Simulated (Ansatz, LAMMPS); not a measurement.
# Squeezing and shearing amorphous 86ZrO2-14SiO2 (mol %) (84 atoms), part 2 of 4

How stiff is amorphous 86ZrO2-14SiO2 (mol %) (84 atoms), and how do its levels respond to strain?

Ansatz 0.2.0; Kohn-Sham DFT, PBE, PAW (set soft_2), plane waves.

The cell: 24 Zr, 4 Si and 56 O. The quench rate of 50 K/ps is orders of magnitude faster than experiment. The starting topology of bonds comes from the classical model. The Brillouin zone is sampled at Γ only.

So far. Step 2 (Single point at the start): The r.m.s. force at the start is 0.61 eV/Å. Step 3 (Cell and atoms relaxed): The relaxation converged after 25 steps, with a largest force component of 0.041 eV/Å.

### Step 4. Single point at the relaxed geometry

The electronic structure is read at the final geometry, in a run of its own.

The input, input.yaml:

```yaml
crystal:
  lattice:
    - [10.35731, -0.21979, 0.04432]
    - [-0.21979, 10.5526, -0.04487]
    - [0.04432, -0.04487, 10.06204]
  atoms:
    - { symbol: Zr, position: [0.38768, 0.54469, 0.11743] }
    - { symbol: Zr, position: [0.03564, 0.77909, 0.31845] }
    - { symbol: Zr, position: [0.02836, 0.80933, 0.71969] }
    - { symbol: Zr, position: [0.2987, 0.32426, 0.28493] }
    - { symbol: Zr, position: [0.7286, 0.13747, 0.18926] }
    - { symbol: Zr, position: [0.68999, 0.76116, 0.19335] }
    [... 72 atom lines left out ...]
    - { symbol: O, position: [0.24494, 0.1402, 0.23508] }
    - { symbol: O, position: [0.21117, 0.88242, 0.82644] }
    - { symbol: O, position: [0.88807, 0.14348, 0.04694] }
    - { symbol: O, position: [0.26447, 0.52932, 0.27044] }
    - { symbol: O, position: [0.55002, 0.12749, 0.61982] }
    - { symbol: O, position: [0.38694, 0.18873, 0.4278] }
kpoints:
  mp_grid: { grid: [1, 1, 1] }
hamiltonian:
  xc: pbe
scf:
  occupations: { method: fixed }
output:
  forces: true
  stress: true
  populations: true
  dos:
    method: { smearing: { sigma: 0.08 } }
    de: 0.1
    projected: { site_lists: { O: [O], Si: [Si], Zr: [Zr] } }
  eigenvalues: true
  write_density: true
  write_potential: true
  volumetric_format: npy
  elf: true
```

On the command line:

```bash
$ ansatz run input.yaml --threads 4 --pin off --max-ram 8192MiB --backend cpu --events-out ev --progress --plain --runs-dir out
```

Numbers of over 12 decimals in the logs are rounded to 6 here.

The program printed:

```text
[...]
Crystal: 84 atoms, lattice volume = 1099.219 Å³
Basis set: ecut = 420 eV, 21497 PW (Γ), exchange–correlation on 144×144×144 points (8 copies of the dense FFT grid, shifted against one another)
Bands: 404, of which v1, the nominal top of the filled ones, is band 320 counted from 1 (319 counted from 0)
Symmetry: 1 space group operations
[...]
k-points: 1
[...]
SCF iter   1: F=—  HF=-134859.998864 eV  |F-HF|=—  |Δ(HF+E_count)|=         —  Δρ=3.92e-3  dr2=1.35e-1  ethr=1.77e-3  ⟨swp⟩=5.0  Hψ=1324  notcnv=0  defer=82
[...]
SCF iter  10: F=-134859.994552 eV  HF=-134859.994553 eV  |F-HF|=4.78e-8  |Δ(HF+E_count)|=   1.53e-7  Δρ=2.96e-6  dr2=8.84e-8  ethr=1.56e-11  ⟨swp⟩=18.0  Hψ=3265  notcnv=0
SCF 1 converged in 10 iterations: F = -134859.994552 eV  dr2 = 8.84e-8
[...]
SCF converged after 10 iterations
Free energy (F): -134859.994552 eV
[...]
Internal energy: -134859.994552 eV  (E = F + TS)
E sigma→0 (E₀):  -134859.994552 eV
Fermi energy:    8.058741 eV
[...]
--- Forces (eV/Å), atoms counted from 1 ---
  atom   1  Zr     0.00931107    -0.00831026    -0.00554699
  atom   2  Zr     0.00344793     0.00789620     0.00317306
  atom   3  Zr     0.00942794     0.00887803    -0.00763888
  atom   4  Zr    -0.00128379    -0.01307424    -0.01412823
  atom   5  Zr     0.00293406    -0.00443449     0.01333700
  atom   6  Zr    -0.00074666     0.00048315    -0.00503764
  atom   7  Zr    -0.00847245    -0.01117927    -0.00407744
  atom   8  Zr    -0.00191509     0.01411927    -0.00332075
  atom   9  Zr     0.00260531    -0.00197280     0.00544452
  atom  10  Zr     0.01369469    -0.00916218    -0.00985459
  atom  11  Zr    -0.00183483     0.00193826     0.01907064
  atom  12  Zr     0.00935524    -0.00728567    -0.00396466
  atom  13  Zr     0.00185077    -0.01509407     0.02067044
  atom  14  Zr    -0.00046781     0.02720375     0.01874284
[...]
atom  83  O      0.00758097    -0.01883060     0.00777568
  atom  84  O      0.00065477    -0.00432094    -0.00123864
  max |Σ_I F_I| component: 1.19e-4 eV/Å
--- Stress (GPa, compression-positive) ---
       -0.005984      -0.000299       0.016685
       -0.000299      -0.002726      -0.002590
        0.016686      -0.002590      -0.000046
  P = ⅓ Tr σ = -0.0029 GPa (-0.029 kbar)
--- Band table (eV) ---
[...]
--- Löwdin populations: 84 sites ---
  site symbol       q [e]
     0     Zr     10.5721
     1     Zr     10.5751
     2     Zr     10.5087
[...]
83      O      6.7288
  spilling = 0.005328 (of n_electrons = 640.000000)
```

It took 23 s on 4 threads of Arm Neoverse V1, shared host; peak memory 1.5 GiB.

Numbers from this run:

```yaml
free_energy: -134859.9946 eV
free_energy_per_atom: -1605.4761 eV/atom
scf_cycles: 10
pressure: -0.002919 GPa
r_m_s_force_component: 0.0079 eV/Å
longest_force: 0.0526 eV/Å
fermi_energy: 8.059 eV
spacing_of_highest_filled_and_lowest_empty_level: 3.462 eV
spilling_of_the_projection: 0.005328
```

### Step 5. Volume -3 %

The relaxed cell is scaled evenly and the atoms are relaxed again; the stress at the end gives one point of P(V).

input.yaml, the sections that differ from step 4:

```yaml
crystal:
  lattice:
    - [10.25268, -0.21757, 0.04387]
    - [-0.21757, 10.446, -0.04442]
    - [0.04387, -0.04442, 9.9604]
  atoms:
    [... the 84 atom lines of step 4 ...]
output:
  forces: true
  eigenvalues: true
  stress: true
relax:
  f_tol: 0.05
  max_steps: 70
# kpoints, hamiltonian, scf: as in step 4
```

The program printed:

```text
Warning: output.stress: scf.convergence.dr2_threshold = 1e-7 eV (the SCF's general default) is looser than the 8.4e-9 eV advised for a printed stress (1e-10 eV for each atom of the cell: 84). What an SCF threshold leaves in a stress goes as its square root, and in the free energy as the threshold itself, and one threshold admits the most on a small cell: [...]
[...]
Crystal: 84 atoms, lattice volume = 1066.243 Å³
Basis set: ecut = 420 eV, 20813 PW (Γ), exchange–correlation on 144×144×144 points (8 copies of the dense FFT grid, shifted against one another)
Bands: 404, of which v1, the nominal top of the filled ones, is band 320 counted from 1 (319 counted from 0)
Symmetry: 1 space group operations
[...]
k-points: 1
[...]
SCF iter   1: F=—  HF=-134859.361002 eV  |F-HF|=—  |Δ(HF+E_count)|=         —  Δρ=4.10e-3  dr2=1.42e-1  ethr=1.77e-3  ⟨swp⟩=5.0  Hψ=1328  notcnv=0  defer=82
[...]
SCF iter   6: F=-134859.354040 eV  HF=-134859.354030 eV  |F-HF|=1.01e-5  |Δ(HF+E_count)|=   7.42e-7  Δρ=4.74e-5  dr2=2.34e-5  ethr=9.77e-9  ⟨swp⟩=13.0  Hψ=2171  notcnv=0
SCF 1 converged in 6 iterations: F = -134859.354040 eV  dr2 = 2.34e-5
[...]
relax step   1: F+E_penalty+E_count = -134859.35404015 eV  Δ(F+E_penalty+E_count) = +0.000e0 eV  max|allowed force component| = 3.813e-1 eV/Å  Δτ_max = 0.0000 Å  (6 SCF iters, dr2 threshold 6.25e-5 eV, accepted)
[...]
relax step   2: F+E_penalty+E_count = -134859.54538568 eV  Δ(F+E_penalty+E_count) = -1.913e-1 eV  max|allowed force component| = 3.096e-1 eV/Å  Δτ_max = 0.0570 Å  (7 SCF iters, dr2 threshold 9.09e-6 eV, accepted)
[...]
relax step   3: F+E_penalty+E_count = -134859.60574242 eV  Δ(F+E_penalty+E_count) = -6.036e-2 eV  max|allowed force component| = 1.952e-1 eV/Å  Δτ_max = 0.0242 Å  (6 SCF iters, dr2 threshold 5.99e-6 eV, accepted)
relax step   4: F+E_penalty+E_count = -134859.67720764 eV  Δ(F+E_penalty+E_count) = -7.147e-2 eV  max|allowed force component| = 2.514e-1 eV/Å  Δτ_max = 0.2000 Å  (7 SCF iters, dr2 threshold 1.51e-5 eV, accepted)
relax step   5: F+E_penalty+E_count = -134859.71305341 eV  Δ(F+E_penalty+E_count) = -3.585e-2 eV  max|allowed force component| = 1.702e-1 eV/Å  Δτ_max = 0.0560 Å  (5 SCF iters, dr2 threshold 2.51e-5 eV, accepted)
relax step   6: F+E_penalty+E_count = -134859.75612077 eV  Δ(F+E_penalty+E_count) = -4.307e-2 eV  max|allowed force component| = 4.805e-1 eV/Å  Δτ_max = 0.2000 Å  (7 SCF iters, dr2 threshold 1.33e-5 eV, accepted)
relax step   7: F+E_penalty+E_count = -134859.78949598 eV  Δ(F+E_penalty+E_count) = -3.338e-2 eV  max|allowed force component| = 1.632e-1 eV/Å  Δτ_max = 0.0657 Å  (5 SCF iters, dr2 threshold 1.00e-4 eV, accepted)
relax step   8: F+E_penalty+E_count = -134859.80096246 eV  Δ(F+E_penalty+E_count) = -1.147e-2 eV  max|allowed force component| = 1.357e-1 eV/Å  Δτ_max = 0.1328 Å  (7 SCF iters, dr2 threshold 3.07e-6 eV, accepted)
[...]
relax step   9: F+E_penalty+E_count = -134859.80462146 eV  Δ(F+E_penalty+E_count) = -3.659e-3 eV  max|allowed force component| = 4.509e-2 eV/Å  Δτ_max = 0.0309 Å  (8 SCF iters, accepted)
SCF converged after 8 iterations
Free energy (F): -134859.804621 eV
[...]
Internal energy: -134859.804621 eV  (E = F + TS)
E sigma→0 (E₀):  -134859.804621 eV
Fermi energy:    8.456524 eV
[...]
--- Forces (eV/Å), atoms counted from 1 ---
  atom   1  Zr     0.01410867    -0.00383578    -0.01626413
  atom   2  Zr     0.00989566     0.00321523     0.01483789
  atom   3  Zr     0.00850424    -0.00495036     0.00049669
  atom   4  Zr     0.01324908    -0.00615074    -0.01682240
  atom   5  Zr    -0.03926588     0.00407956    -0.00223149
  atom   6  Zr    -0.00753714    -0.00601444    -0.01153214
  atom   7  Zr    -0.00164047     0.03012993    -0.00801698
  atom   8  Zr     0.02652781    -0.00709127     0.00333147
  atom   9  Zr    -0.02896076     0.00818071     0.00722590
  atom  10  Zr    -0.01609617    -0.00565111    -0.00006134
  atom  11  Zr    -0.00845558     0.00533726     0.00986085
  atom  12  Zr    -0.03690862    -0.01079775    -0.00540976
  atom  13  Zr     0.00233259     0.01273600     0.00193169
  atom  14  Zr     0.01735217    -0.00767901     0.00492545
[...]
atom  83  O     -0.00760875     0.00383904    -0.01018236
  atom  84  O     -0.00922589     0.00611812     0.00059851
  max |Σ_I F_I| component: 1.51e-4 eV/Å
--- Stress (GPa, compression-positive) ---
        2.699699       0.597808       0.089344
        0.597808       2.501626       0.089479
        0.089345       0.089479       3.183444
  P = ⅓ Tr σ = 2.7949 GPa (27.949 kbar)
--- Band table (eV) ---
[...]
--- Relaxed structure (9 steps of the walk, 9 accepted, 0 SCFs on fresh bases) ---
  F+E_penalty+E_count = -134859.80462146 eV   max|allowed force component| = 4.509e-2 eV/Å
  atoms:
    - { symbol: Zr, position: [0.386489, 0.547215, 0.117472] }
    - { symbol: Zr, position: [0.039836, 0.780583, 0.308582] }
    - { symbol: Zr, position: [0.018761, 0.803529, 0.711477] }
    - { symbol: Zr, position: [0.297427, 0.320993, 0.283644] }
[...]
- { symbol: O, position: [0.382581, 0.183310, 0.429343] }
```

The job ended after 2.2 min (4 threads; peak memory 1.5 GiB).

The program notes that the SCF threshold is loose for the stress.

The relaxation converged after 9 steps, 0.451 eV below its start, with a largest force component of 0.045 eV/Å.

Volume -3 %: the energy stands 0.190 eV above that of the reference, at a pressure of 2.79 GPa.

### Step 6. Volume +3 %

The relaxed cell is scaled to another volume.

input.yaml, the sections that differ from step 5:

```yaml
crystal:
  lattice:
    - [10.45986, -0.22197, 0.04476]
    - [-0.22197, 10.65709, -0.04531]
    - [0.04476, -0.04531, 10.16167]
  atoms:
    [... the 84 atom lines of step 4 ...]
# kpoints, hamiltonian, scf, output, relax: as in step 5
```

The program printed:

```text
[...]
Crystal: 84 atoms, lattice volume = 1132.196 Å³
Basis set: ecut = 420 eV, 22141 PW (Γ), exchange–correlation on 144×144×144 points (8 copies of the dense FFT grid, shifted against one another)
Bands: 404, of which v1, the nominal top of the filled ones, is band 320 counted from 1 (319 counted from 0)
Symmetry: 1 space group operations
[...]
k-points: 1
[...]
SCF iter   1: F=—  HF=-134859.428853 eV  |F-HF|=—  |Δ(HF+E_count)|=         —  Δρ=3.77e-3  dr2=1.30e-1  ethr=1.77e-3  ⟨swp⟩=5.0  Hψ=1325  notcnv=0  defer=82
[...]
SCF iter   5: F=—  HF=-134859.424759 eV  |F-HF|=—  |Δ(HF+E_count)|=   2.21e-4  Δρ=1.50e-4  dr2=2.36e-4  ethr=9.54e-8  ⟨swp⟩=2.0  Hψ=549  notcnv=0  defer=82
SCF iter   6: F=-134859.424779 eV  HF=-134859.424766 eV  |F-HF|=1.29e-5  |Δ(HF+E_count)|=   7.47e-6  Δρ=4.75e-5  dr2=2.50e-5  ethr=9.77e-9  ⟨swp⟩=11.0  Hψ=2151  notcnv=0
SCF 1 converged in 6 iterations: F = -134859.424779 eV  dr2 = 2.50e-5
[...]
relax step   1: F+E_penalty+E_count = -134859.42477926 eV  Δ(F+E_penalty+E_count) = +0.000e0 eV  max|allowed force component| = 3.398e-1 eV/Å  Δτ_max = 0.0000 Å  (6 SCF iters, dr2 threshold 6.25e-5 eV, accepted)
[...]
relax step   2: F+E_penalty+E_count = -134859.58913701 eV  Δ(F+E_penalty+E_count) = -1.644e-1 eV  max|allowed force component| = 3.020e-1 eV/Å  Δτ_max = 0.0600 Å  (7 SCF iters, dr2 threshold 7.22e-6 eV, accepted)
[...]
relax step   3: F+E_penalty+E_count = -134859.64779955 eV  Δ(F+E_penalty+E_count) = -5.866e-2 eV  max|allowed force component| = 2.105e-1 eV/Å  Δτ_max = 0.0219 Å  (6 SCF iters, dr2 threshold 5.70e-6 eV, accepted)
relax step   4: F+E_penalty+E_count = -134859.63936325 eV  Δ(F+E_penalty+E_count) = +8.436e-3 eV  max|allowed force component| = 9.818e-1 eV/Å  Δτ_max = 0.1017 Å  (7 SCF iters, dr2 threshold 2.15e-5 eV, rejected (line search))
relax step   5: F+E_penalty+E_count = -134859.69079608 eV  Δ(F+E_penalty+E_count) = -4.300e-2 eV  max|allowed force component| = 1.006e-1 eV/Å  Δτ_max = 0.0495 Å  (9 SCF iters, accepted)
relax step   6: F+E_penalty+E_count = -134859.69976252 eV  Δ(F+E_penalty+E_count) = -8.966e-3 eV  max|allowed force component| = 1.109e-1 eV/Å  Δτ_max = 0.1000 Å  (9 SCF iters, accepted)
relax step   7: F+E_penalty+E_count = -134859.69730014 eV  Δ(F+E_penalty+E_count) = +2.462e-3 eV  max|allowed force component| = 1.130e-1 eV/Å  Δτ_max = 0.0404 Å  (7 SCF iters, dr2 threshold 2.81e-6 eV, rejected (line search))
[...]
relax step   8: F+E_penalty+E_count = -134859.70526185 eV  Δ(F+E_penalty+E_count) = -5.499e-3 eV  max|allowed force component| = 1.742e-2 eV/Å  Δτ_max = 0.0202 Å  (8 SCF iters, accepted)
SCF converged after 8 iterations
Free energy (F): -134859.705262 eV
[...]
Internal energy: -134859.705262 eV  (E = F + TS)
E sigma→0 (E₀):  -134859.705262 eV
Fermi energy:    7.687798 eV
[...]
Σ components = -134859.705262   (vs F -134859.705262, Δ=0.00e0)
--- Forces (eV/Å), atoms counted from 1 ---
  atom   1  Zr    -0.00590992    -0.01530993     0.00351722
  atom   2  Zr    -0.00341161     0.00181028    -0.00637286
  atom   3  Zr    -0.00086721     0.00225487     0.00184845
  atom   4  Zr     0.00624517    -0.00047974    -0.00707462
[...]
atom  84  O     -0.00692108    -0.00424999    -0.00007734
  max |Σ_I F_I| component: 1.15e-4 eV/Å
--- Stress (GPa, compression-positive) ---
       -2.857133      -0.194812      -0.156936
       -0.194812      -2.529606      -0.166944
       -0.156935      -0.166944      -3.083617
  P = ⅓ Tr σ = -2.8235 GPa (-28.235 kbar)
--- Band table (eV) ---
[...]
--- Relaxed structure (8 steps of the walk, 6 accepted, 0 SCFs on fresh bases) ---
  F+E_penalty+E_count = -134859.70526185 eV   max|allowed force component| = 1.742e-2 eV/Å
  atoms:
    - { symbol: Zr, position: [0.389368, 0.543030, 0.117111] }
    - { symbol: Zr, position: [0.033175, 0.778555, 0.323878] }
    - { symbol: Zr, position: [0.029963, 0.809537, 0.723382] }
    - { symbol: Zr, position: [0.300432, 0.326853, 0.285547] }
[...]
- { symbol: O, position: [0.389311, 0.191870, 0.425663] }
```

Run time: 2.2 min. Hardware: 4 threads; peak memory 1.6 GiB.

The relaxation converged after 8 steps, 0.280 eV below its start, with a largest force component of 0.017 eV/Å.

Volume +3 %: the energy stands 0.289 eV above that of the reference, at a pressure of -2.82 GPa.

[end of part 2 of 4]

[Logs are printed without paths, hosts, clocks, repeated set-up lines and the standing remarks that a program may print on its own settings, such as how far it seeks lower states.]

[Hosts, paths, dates, database ids (printed as entryN), source tags and the programs' standing remarks are cut or masked in the printed files.]
